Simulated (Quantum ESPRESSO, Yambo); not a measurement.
# InSe (C2/m): G0W0 on several meshes in Yambo, part 2 of 2

How does the mesh move the gap of InSe (C2/m)?

Quantum ESPRESSO 7.5 and Yambo 5.3.0; PBEsol and many-body steps on it, plane waves. Known limits of the many-body steps: not at the basis limit; exchange with frozen shells missing; no spin-orbit coupling; coarse k mesh.

So far. Step 4 (2×2×2): The gap on the mesh goes from 1.11 eV to 2.04 eV, a correction of +0.93 eV. Step 5 (Empty states on the mesh, 4×4×4 mesh, 90 bands): On this mesh the gap is 1.114 eV.

## Step 6: Conversion and set-up

This step: Yambo 5.3.0; conversion and set-up on PBEsol, plane waves, norm-conserving pseudopotentials.

On the command line:

```
$ (cd o/x.save; p2y > p2y.log; mv SAVE ../..); yambo > setup.log
```

The program printed:

```text
 Yambo, version 5.3.0

 [02] CORE Variables Setup
 =========================

  [02.01] Unit cells
  ==================

  Cell kind             :  Unknown
  Atoms in the cell     :  In  Se
  number of In atoms    :  2
  number of Se atoms    :  2

  List of atomic masses
  Mass of In    :  114.8200
  Mass of Se    :  78.97100

  List of atomic coordinates    : [cc]
  In1       : -0.64207      0.31021E-16   8.5942      order 1
  In2       :   19.406     -0.11203E-15  0.42235      order 2
  Se1       :   6.3885      0.62153E-16   2.9849      order 3
[...]
Q [ 1]         [rlu]:  0.000000  0.000000  0.000000
 Q [ 2]         [rlu]: -0.14426E-16 -0.15148E-16  0.25000
 Q [ 3]         [rlu]:  0.28852E-16  0.30296E-16 -0.50000
[...]
Q [ 8]         [rlu]:  0.14496E-15 -0.50000     -0.61808E-16
 Q [ 9]         [rlu]:  0.14496E-15 -0.50000      0.25000
 Q [10]         [rlu]:  0.96724E-16  0.50000     -0.50000
     [... 12 further rows ...]
 Q [23]         [rlu]: -0.500000 -0.500000  0.250000
 Q [24]         [rlu]:  0.500000  0.500000 -0.500000

  [03.01] X indexes
  =================

   [03.01.01] Sigma indexes
   ========================

 [06] Game Over & Game summary
```

Wall time 3.4 s (1 MPI rank of Arm Neoverse V2, shared host); peak memory 0.26 GiB.

## Step 7: 4×4×4

This step: G0W0 on PBEsol, plane waves, norm-conserving pseudopotentials.

Contents of gw11.in:

```
HF_and_locXC
gw0
dyson
ppa
em1d
rim_cut
RandQpts= 1000000
RandGvec= 1 RL
EXXRLvcs= 78 Ry
VXCRLvcs= 312 Ry
Chimod= "HARTREE"
% BndsRnXp
 1 | 90 |
%
NGsBlkXp= 5 Ry
% LongDrXp
 1 | 1 | 1 |
%
% GbndRnge
 1 | 90 |
%
DysSolver= "n"
ExtendOut
PPAPntXp= 27.21138 eV
% QPkrange
 22 | 22 | 28 | 31 |
 3 | 3 | 28 | 31 |
 1 | 1 | 28 | 31 |
%
```

On the command line:

```
$ OMP_NUM_THREADS=1 mpirun -n 4 yambo -F gw11.in -J gw11 -C gw11 > gw11.log
```

The program printed:

```text
 Yambo, version 5.3.0

 [02] CORE Variables Setup
 =========================

  [... cell, symmetries and grids as in the set-up ...]

  [02.05] Energies & Occupations
  ==============================

  [X] === General ===
  [X] Electronic Temperature                        :  0.000000  0.000000 [eV K]
  [X] Bosonic    Temperature                        :  0.000000  0.000000 [eV K]
  [X] Finite Temperature mode                       : no
  [X] El. density                                   :  0.50771E+24 [cm-3]
  [X] Fermi Level                                   :  7.371571 [eV]

  [X] === Gaps and Widths ===
  [X] Conduction Band Min                           :  1.113711 [eV]
  [X] Valence Band Max                              :  0.000000 [eV]
  [X] Filled Bands                                  :  29
  [X] Empty Bands                                   :   30   90
  [X] Direct Gap                                    :  1.438940 [eV]
  [X] Direct Gap localized at k                     :  3
  [X] Indirect Gap                                  :  1.113711 [eV]
  [X] Indirect Gap between kpts                     :  22   3
  [X] Last valence band width                       :  1.244294 [eV]
  [X] 1st conduction band width                     :  1.635371 [eV]

 [03] Transferred momenta grid and indexing
 ==========================================

 IBZ Q-points                                      :  24
 BZ  Q-points                                      :   64

 K/Q-points units:
 rlu = crystal or reduced units; cc = cartesian coordinates; iku = interal k-units

 Q [ 1]         [rlu]:  0.000000  0.000000  0.000000
 Q [ 2]         [rlu]: -0.14426E-16 -0.15148E-16  0.25000
 Q [ 3]         [rlu]:  0.28852E-16  0.30296E-16 -0.50000
[...]
Non-Local XC kind (nlXC) : Hartree-Fock

  Corrections @ K [1] :  [eV]
 <28|nlXC|28> = -15.54507  0.21993E-18 <28|lXC|28> = -12.23946 -0.18882E-15
 <29|nlXC|29> = -16.68072 -0.11524E-16 <29|lXC|29> = -13.37464  0.94408E-16
 <30|nlXC|30> = -9.748848  0.30084E-18 <30|lXC|30> = -13.04762 -0.23602E-16
[...]
Corrections @ K [3] :  [eV]
[...]
Corrections @ K [22] :  [eV]
[...]
<30|nlXC|30> = -9.783201  0.27135E-17 <30|lXC|30> = -12.49933 -0.23602E-16
 <31|nlXC|31> = -6.000686  0.33086E-18 <31|lXC|31> = -9.850072 -0.23602E-16

 [08] Dyson equation: Newton solver
 ==================================

  [08.01] G0W0 (W PPA)
  ====================

  [  GW  ] Bands range     :    1   90
  [GW/PPA] G damping       :  0.100000 [eV]

  QP @ state[ 1 ] K range:  1  1
  QP @ state[ 1 ] b range:  28  31
  QP @ state[ 2 ] K range:  3  3
  QP @ state[ 2 ] b range:  28  31
  QP @ state[ 3 ] K range:  22  22
  QP @ state[ 3 ] b range:  28  31

   Sc/G bands                                       :    1   90
   Sc/G damping                                     :  0.100000 ev
   Sc bands terminator                              : no
   Sx RL components                                 :   9003

   QP @ state[ 1 ] K range                          :  1  1
   QP @ state[ 1 ] b range                          :  28  31
   QP @ state[ 2 ] K range                          :  3  3
   QP @ state[ 2 ] b range                          :  28  31
   QP @ state[ 3 ] K range                          :  22  22
   QP @ state[ 3 ] b range                          :  28  31
   GF energies kind                                 : Perdew, Burke & Ernzerhof SOL(X)+Perdew, Burke & Ernzerhof SOL(C)
   GF WF`s kind                                     : Perdew, Burke & Ernzerhof SOL(X)+Perdew, Burke & Ernzerhof SOL(C)
   Xs energies kind                                 : Perdew, Burke & Ernzerhof SOL(X)+Perdew, Burke & Ernzerhof SOL(C)
   Xs WF`s kind                                     : Perdew, Burke & Ernzerhof SOL(X)+Perdew, Burke & Ernzerhof SOL(C)

 [11] Game Over & Game summary
```

Wall time 7.7 min (4 MPI ranks); peak memory 7.9 GiB; 31 min of CPU time.

This step gave:

| Quantity | Value |
| --- | --- |
| G0W0 gap on the points computed | 2.042 eV |
| starting gap on the mesh | 1.114 eV |
| k of the valence top | -0.5, -0.5, 0 |
| k of the conduction bottom | 0, 0, -0.5 |
| least direct G0W0 gap on the computed points | 2.375 eV |
| Z at the valence top | 0.7937 |
| Z at the conduction bottom | 0.8038 |

Against G0W0 in Yambo (2×2×2 mesh, 90 bands, screening to 68 eV, Godby-Needs plasmon pole), the gap moves by −0.002 eV.

## Step 8: The runs together

Times are wall times on 4 MPI ranks of Arm Neoverse V2, shared host, good to a factor of about two.

```tsv
run	mesh	bands	screening cutoff (eV)	DFT gap (eV)	gap on the mesh (eV)	direct (eV)	time
2×2×2	2×2×2	90	68	1.114	2.045	2.362	24 s
4×4×4	4×4×4	90	68	1.114	2.042	2.375	7.7 min
```

## Step 9: Summary of results

* 2×2×2: 2.045 eV
* 4×4×4: 2.042 eV
* known limits: not at the basis limit; exchange with frozen shells missing; no spin-orbit coupling; coarse k mesh

In words: 4×4×4: −0.002 eV against 2×2×2. Bands and cutoff are finite, so the gap is not at the basis limit. The miss can reach some tenths of an eV and take either sign; the mesh is an error of its own. In the G0W0 runs levels were corrected at 3 k points alone, so a gap called «on the mesh» is the least over those, and an edge elsewhere would be missed. A denser mesh or path gives a starting gap of 1.06 eV: the GW mesh misses a band edge, so its gaps are not the fundamental one. The 2×2×2 mesh is coarse for this cell, which bears on the long-range parts of exchange and screening. The norm-conserving file of at least one element keeps a d shell over frozen s and p shells of the same row. Exchange with those shells is missing from the self-energy, an error of 0.3 to 0.9 eV in cases checked, whose sign depends on which edge lies on those atoms. The many-body steps are scalar-relativistic: spin-orbit coupling is not in them.

[Paths, hosts, dates, memory and timing lines, banners, echoed tables and standing remarks are left out of the program output.]

[Logs are printed without paths, hosts, clocks, repeated set-up lines and the standing remarks that a program may print on its own settings, such as how far it seeks lower states.]

[Runs of the session that timed out or met a known fault of the program may be left out.]

[Hosts, paths, dates, database ids (printed as entryN), source tags and the programs' standing remarks are cut or masked in the printed files.]
